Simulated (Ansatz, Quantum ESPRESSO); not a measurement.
## Gd3Al (Pm-3m): zone-centre phonons

Wanted: the vibrations of Gd3Al (Pm-3m) at Γ, by two programs.

Main program and level: Quantum ESPRESSO 7.5; DFT PBEsol, scalar-relativistic, plane waves, PseudoDojo norm-conserving, 4f in core pseudopotentials.

## 1. Set-up

Symmetry: Pm-3m, No. 221, cubic system. Conventional cell: a = 4.808 Å, b = 4.808 Å, c = 4.808 Å, α = 90.00°, β = 90.00°, γ = 90.00°. Gd has 4 Al at 3.40 Å and 8 Gd at 3.40 Å nearest. Nearest to Al lie 12 Gd at 3.40 Å. Farther neighbours are not listed.

## 2. A probe with smearing

Before anything dear is run, a loose run with smearing shows whether this is a metal and how far the cell is from rest.

The input, probe.in:

```
&control
   calculation = 'scf'
   prefix = 'x'
   outdir = './tmp'
   pseudo_dir = './pseudo'
   tprnfor = .true.
   tstress = .true.
   verbosity = 'high'
/
&system
   ibrav = 0
   nat = 4
   ntyp = 2
   ecutwfc = 44.0
   input_dft = 'pbesol'
   occupations = 'smearing'
   smearing = 'gaussian'
   degauss = 0.01
/
&electrons
   conv_thr = 1.0d-07
   mixing_beta = 0.7
   electron_maxstep = 100
/
ATOMIC_SPECIES
 Gd    157.2500  Gd.upf
 Al     26.9815  Al.upf
CELL_PARAMETERS angstrom
     4.807707960    0.000000000    0.000000000
     0.000000000    4.807707960    0.000000000
     0.000000000    0.000000000    4.807707960
ATOMIC_POSITIONS crystal
 Gd     0.000000000   0.500000000   0.500000000
 Gd     0.500000000   0.000000000   0.500000000
 Gd     0.500000000   0.500000000   0.000000000
 Al     0.000000000   0.000000000   0.000000000
K_POINTS automatic
 4 4 4 0 0 0
```

Started as:

```console
OMP_NUM_THREADS=1 mpirun -n 4 pw.x -nk 4 -in probe.in > probe.out
```

Output:

```text
[banners, grids, parts of the stress and lines that vanish by symmetry left out]
Program PWSCF v.7.5
     IMPORTANT: XC functional enforced from input :
     Exchange-correlation= PBESOL
                           (   1   4  10   8   0   0   0)
[...]
kinetic-energy cutoff     =      44.0000  Ry
     charge density cutoff     =     176.0000  Ry
     scf convergence threshold =      1.0E-07
[...]
Exchange-correlation= PBESOL
                           (   1   4  10   8   0   0   0)
[...]
48 Sym. Ops., with inversion, found
[...]
(     0          1          0      )
                  (     0          0          1      )
[...]
(  0.0000000  1.0000000  0.0000000 )
                  (  0.0000000  0.0000000  1.0000000 )
[...]
(     0         -1          0      )
[...]
(     1          0          0      )
[...]
( -1.0000000  0.0000000  0.0000000 )
                  (  0.0000000  1.0000000  0.0000000 )
[...]
number of k points=    10  Gaussian smearing, width (Ry)=  0.0100
[...]
End of self-consistent calculation
[...]
the Fermi energy is    10.0839 ev
!    total energy              =    -253.78624121 Ry
[...]
convergence has been achieved in   7 iterations
[...]
atom    1 type  1   force =     0.00000000    0.00000000    0.00000000
     atom    2 type  1   force =     0.00000000    0.00000000    0.00000000
     atom    3 type  1   force =     0.00000000    0.00000000    0.00000000
     atom    4 type  2   force =     0.00000000    0.00000000    0.00000000
[...]
Total force =     0.000000     Total SCF correction =     0.000000
[...]
total   stress  (Ry/bohr**3)                   (kbar)     P=      -28.38
[...]
XML data file, charge density, pseudopotentials, collected wavefunctions

   JOB DONE.
```

Run time: 4.9 s. Hardware: 4 MPI ranks of Arm Neoverse V2, shared host; 19 s of CPU time.

Read from the output:

```yaml
volume_per_atom: 27.78 Å³
pressure: -2.838 GPa
gap_on_the_k_mesh: 0 eV
```

No gap opens on this mesh, so smearing is kept; the start stands at -2.8 GPa.

## 3. Relaxation

The harmonic expansion starts where the forces on the atoms vanish, and stress shifts the frequencies, so cell and atoms are relaxed with tight thresholds.

The input, relax.in:

```
&control
   calculation = 'vc-relax'
   prefix = 'x'
   outdir = './tmp'
   pseudo_dir = './pseudo'
   tprnfor = .true.
   tstress = .true.
   forc_conv_thr = 2.0d-05
   etot_conv_thr = 1.0d-07
   nstep = 40
/
&system
   ibrav = 0
   nat = 4
   ntyp = 2
   ecutwfc = 44.0
   input_dft = 'pbesol'
   occupations = 'smearing'
   smearing = 'mv'
   degauss = 0.02
/
&electrons
   conv_thr = 1.0d-11
   mixing_beta = 0.7
   electron_maxstep = 100
/
&ions
/
&cell
   press_conv_thr = 0.1
/
ATOMIC_SPECIES
 Gd    157.2500  Gd.upf
 Al     26.9815  Al.upf
CELL_PARAMETERS angstrom
     4.807707960    0.000000000    0.000000000
     0.000000000    4.807707960    0.000000000
     0.000000000    0.000000000    4.807707960
ATOMIC_POSITIONS crystal
 Gd     0.000000000   0.500000000   0.500000000
 Gd     0.500000000   0.000000000   0.500000000
 Gd     0.500000000   0.500000000   0.000000000
 Al     0.000000000   0.000000000   0.000000000
K_POINTS automatic
 6 6 6 0 0 0
```

Started as:

```console
OMP_NUM_THREADS=1 mpirun -n 4 pw.x -nk 4 -in relax.in > relax.out
```

Output:

```text
[banners, grids, parts of the stress and lines that vanish by symmetry left out]
[banner, memory and clock lines left out]
Program PWSCF v.7.5

[...]
Exchange-correlation= PBESOL
                           (   1   4  10   8   0   0   0)
[...]
kinetic-energy cutoff     =      44.0000  Ry
     charge density cutoff     =     176.0000  Ry
     scf convergence threshold =      1.0E-11
[...]
energy convergence thresh.=      1.0E-07
     force convergence thresh. =      2.0E-05
     press convergence thresh. =      1.0E-01
     Exchange-correlation= PBESOL
                           (   1   4  10   8   0   0   0)
[...]
48 Sym. Ops., with inversion, found
[...]
number of k points=    20  Marzari-Vanderbilt smearing, width (Ry)=  0.0200
[...]
End of self-consistent calculation
[...]
the Fermi energy is    10.0333 ev
!    total energy              =    -253.78348754 Ry
[...]
convergence has been achieved in   9 iterations
[...]
atom    1 type  1   force =     0.00000000    0.00000000    0.00000000
     atom    2 type  1   force =     0.00000000    0.00000000    0.00000000
     atom    3 type  1   force =     0.00000000    0.00000000    0.00000000
     atom    4 type  2   force =     0.00000000    0.00000000    0.00000000
     Total force =     0.000000     Total SCF correction =     0.000000
[...]
total   stress  (Ry/bohr**3)                   (kbar)     P=      -30.95
[...]
number of bfgs steps    =   0
[...]
CELL_PARAMETERS (angstrom)
[...]
ATOMIC_POSITIONS (crystal)
Gd               0.0000000000        0.5000000000        0.5000000000
Gd               0.5000000000        0.0000000000        0.5000000000
Gd               0.5000000000        0.5000000000        0.0000000000
Al               0.0000000000        0.0000000000        0.0000000000
[...]
New effective cutoffs (rho, wfc):  176.91   44.44
[...]
c_bands:  5 eigenvalues not converged
[...]
End of self-consistent calculation
[...]
the Fermi energy is    10.2206 ev
!    total energy              =    -253.78568145 Ry
[...]
convergence has been achieved in  16 iterations
[...]
atom    1 type  1   force =     0.00000000    0.00000000    0.00000000
     atom    2 type  1   force =     0.00000000    0.00000000    0.00000000
     atom    3 type  1   force =     0.00000000    0.00000000    0.00000000
     atom    4 type  2   force =     0.00000000    0.00000000    0.00000000
     Total force =     0.000000     Total SCF correction =     0.000000
[...]
total   stress  (Ry/bohr**3)                   (kbar)     P=      -23.82
[...]
number of bfgs steps    =   1
[...]
CELL_PARAMETERS (angstrom)
[...]
ATOMIC_POSITIONS (crystal)
[...]
New effective cutoffs (rho, wfc):  179.75   45.16
[...]
End of self-consistent calculation
[...]
the Fermi energy is    10.5088 ev
!    total energy              =    -253.78783871 Ry
[...]
convergence has been achieved in  11 iterations
[...]
atom    1 type  1   force =     0.00000000    0.00000000    0.00000000
     atom    2 type  1   force =     0.00000000    0.00000000    0.00000000
     atom    3 type  1   force =     0.00000000    0.00000000    0.00000000
     atom    4 type  2   force =     0.00000000    0.00000000    0.00000000
[...]
End of self-consistent calculation
[...]
the Fermi energy is    10.8238 ev
!    total energy              =    -253.78858542 Ry
[...]
convergence has been achieved in  23 iterations
[...]
atom    1 type  1   force =     0.00000000    0.00000000    0.00000000
     atom    2 type  1   force =     0.00000000    0.00000000    0.00000000
[...]
Total force =     0.000000     Total SCF correction =     0.000000
[...]
total   stress  (Ry/bohr**3)                   (kbar)     P=        0.52
[...]
number of bfgs steps    =   3
[...]
CELL_PARAMETERS (angstrom)
[...]
ATOMIC_POSITIONS (crystal)
[...]
New effective cutoffs (rho, wfc):  182.70   45.90
[...]
End of self-consistent calculation
[...]
the Fermi energy is    10.8112 ev
!    total energy              =    -253.78858664 Ry
[...]
convergence has been achieved in  10 iterations
[...]
Total force =     0.000000     Total SCF correction =     0.000000
[...]
total   stress  (Ry/bohr**3)                   (kbar)     P=       -0.01
[...]
number of bfgs steps    =   4
[...]
small trust_radius: resetting bfgs history
[...]
CELL_PARAMETERS (angstrom)
[...]
ATOMIC_POSITIONS (crystal)
[...]
New effective cutoffs (rho, wfc):  182.70   45.90
[...]
End of self-consistent calculation
[...]
the Fermi energy is    10.8113 ev
!    total energy              =    -253.78858664 Ry
[...]
convergence has been achieved in   3 iterations
[...]
atom    1 type  1   force =     0.00000000    0.00000000    0.00000000
     atom    2 type  1   force =     0.00000000    0.00000000    0.00000000
     atom    3 type  1   force =     0.00000000    0.00000000    0.00000000
     atom    4 type  2   force =     0.00000000    0.00000000    0.00000000
     Total force =     0.000000     Total SCF correction =     0.000000
[...]
total   stress  (Ry/bohr**3)                   (kbar)     P=       -0.01
[...]
bfgs converged in   6 scf cycles and   5 bfgs steps
[...]
End of BFGS Geometry Optimization
     Final enthalpy           =    -253.7885866355 Ry
     File ./tmp/x.bfgs deleted, as requested
[...]
CELL_PARAMETERS (angstrom)
[...]
ATOMIC_POSITIONS (crystal)
[...]
Gd               0.5000000000        0.5000000000        0.0000000000
Al               0.0000000000        0.0000000000        0.0000000000
[...]
Final scf calculation at the relaxed structure.
[...]
kinetic-energy cutoff     =      44.0000  Ry
     charge density cutoff     =     176.0000  Ry
     scf convergence threshold =      1.0E-13
[...]
press convergence thresh. =      1.0E-01
     Exchange-correlation= PBESOL
                           (   1   4  10   8   0   0   0)
[...]
48 Sym. Ops., with inversion, found
[...]
number of k points=    20  Marzari-Vanderbilt smearing, width (Ry)=  0.0200
[...]
c_bands:  1 eigenvalues not converged
     c_bands:  2 eigenvalues not converged
     c_bands:  1 eigenvalues not converged
     c_bands:  2 eigenvalues not converged
[...]
c_bands:  2 eigenvalues not converged
[...]
End of self-consistent calculation
[...]
the Fermi energy is    10.8113 ev
!    total energy              =    -253.78811470 Ry
[...]
convergence has been achieved in  16 iterations
[...]
atom    1 type  1   force =     0.00000000    0.00000000    0.00000000
     atom    2 type  1   force =     0.00000000    0.00000000    0.00000000
     atom    3 type  1   force =     0.00000000    0.00000000    0.00000000
     atom    4 type  2   force =     0.00000000    0.00000000    0.00000000
     Total force =     0.000000     Total SCF correction =     0.000000
[...]
total   stress  (Ry/bohr**3)                   (kbar)     P=       -1.29
[...]
XML data file, charge density, pseudopotentials, collected wavefunctions
```

Run time: 69 s. Hardware: 4 MPI ranks; 4.6 min of CPU time.

Relaxation path:

| step | energy less that of the first step (eV) | largest force (eV/Å) | pressure (GPa) | volume (Å³) |
| --- | --- | --- | --- | --- |
| 1 | 0.0000 | 0.0000 | -3.09 | 111.13 |
| 2 | -0.0298 | 0.0000 | -2.38 | 109.38 |
| 3 | -0.0592 | 0.0000 | -1.24 | 106.80 |
| 4 | -0.0694 | 0.0000 | 0.05 | 104.11 |
| 5 | -0.0694 | 0.0000 | 0.00 | 104.22 |
| 6 | -0.0694 | 0.0000 | 0.00 | 104.22 |
| 7 | -0.0630 | 0.0000 | -0.13 | 104.22 |

| conventional cell, symmetrised | before | after | change |
| --- | --- | --- | --- |
| a (Å) | 4.808 | 4.706 | -2.1 % |
| b (Å) | 4.808 | 4.706 | -2.1 % |
| c (Å) | 4.808 | 4.706 | -2.1 % |
| volume (Å³/atom) | 27.78 | 26.05 | -6.2 % |

The relaxed structure:

```xyz
4
Lattice="4.7059 0.0000 0.0000 0.0000 4.7059 0.0000 0.0000 0.0000 4.7059" Properties=species:S:1:pos:R:3 pbc="T T T"
Gd    0.0000    2.3530    2.3530
Gd    2.3530    0.0000    2.3530
Gd    2.3530    2.3530    0.0000
Al    0.0000    0.0000    0.0000
```

The last row of the table of steps is pw.x's closing run on a basis chosen anew for the final cell, so its energy can jump.

Numbers from this step:

| Quantity | Value |
| --- | --- |
| volume per atom | 26.05 Å³ |
| pressure | -0.129 GPa |

The volume changes by -6.2 % from the cell with which this run began.

## 4. Ground state

The response is built on this ground state, so it is converged far tighter than an energy would need. Smearing stays on, as the first look found no gap above 0.3 eV.

The input, scf.in:

```
&control
   calculation = 'scf'
   prefix = 'x'
   outdir = './tmp'
   pseudo_dir = './pseudo'
   tprnfor = .true.
   tstress = .true.
/
&system
   ibrav = 0
   nat = 4
   ntyp = 2
   ecutwfc = 44.0
   input_dft = 'pbesol'
   occupations = 'smearing'
   smearing = 'mv'
   degauss = 0.02
/
&electrons
   conv_thr = 1.0d-12
   mixing_beta = 0.7
   electron_maxstep = 100
/
ATOMIC_SPECIES
 Gd    157.2500  Gd.upf
 Al     26.9815  Al.upf
CELL_PARAMETERS angstrom
     4.705944194    0.000000000    0.000000000
     0.000000000    4.705944194    0.000000000
     0.000000000    0.000000000    4.705944194
ATOMIC_POSITIONS crystal
 Gd     0.000000000   0.500000000   0.500000000
 Gd     0.500000000   0.000000000   0.500000000
 Gd     0.500000000   0.500000000   0.000000000
 Al     0.000000000   0.000000000   0.000000000
K_POINTS automatic
 6 6 6 0 0 0
```

Started as:

```console
OMP_NUM_THREADS=1 mpirun -n 4 pw.x -nk 4 -in scf.in > scf.out
```

Output:

```text
[banners, grids, parts of the stress and lines that vanish by symmetry left out]
[banner, memory and clock lines left out]
Program PWSCF v.7.5

[...]
Exchange-correlation= PBESOL
                           (   1   4  10   8   0   0   0)
[...]
kinetic-energy cutoff     =      44.0000  Ry
     charge density cutoff     =     176.0000  Ry
     scf convergence threshold =      1.0E-12
[...]
Exchange-correlation= PBESOL
                           (   1   4  10   8   0   0   0)
[...]
48 Sym. Ops., with inversion, found
[...]
number of k points=    20  Marzari-Vanderbilt smearing, width (Ry)=  0.0200
[...]
End of self-consistent calculation
[...]
the Fermi energy is    10.8113 ev
!    total energy              =    -253.78811470 Ry
[...]
convergence has been achieved in  12 iterations
[...]
atom    1 type  1   force =     0.00000000    0.00000000    0.00000000
     atom    2 type  1   force =     0.00000000    0.00000000    0.00000000
     atom    3 type  1   force =     0.00000000    0.00000000    0.00000000
     atom    4 type  2   force =     0.00000000    0.00000000    0.00000000
     Total force =     0.000000     Total SCF correction =     0.000000
[...]
total   stress  (Ry/bohr**3)                   (kbar)     P=       -1.29
[...]
XML data file, charge density, pseudopotentials, collected wavefunctions
```

Wall time 11 s (4 MPI ranks); 44 s of CPU time.

The cell stands at -0.13 GPa, close enough for phonons.

(Continued in part 2 of 3.)

[Host names and launcher messages were left out of these logs when they were recorded.]

[Logs are printed without paths, hosts, clocks, repeated set-up lines and the standing remarks that a program may print on its own settings, such as how far it seeks lower states.]

[Hosts, paths, dates, database ids (printed as entryN), source tags and the programs' standing remarks are cut or masked in the printed files.]
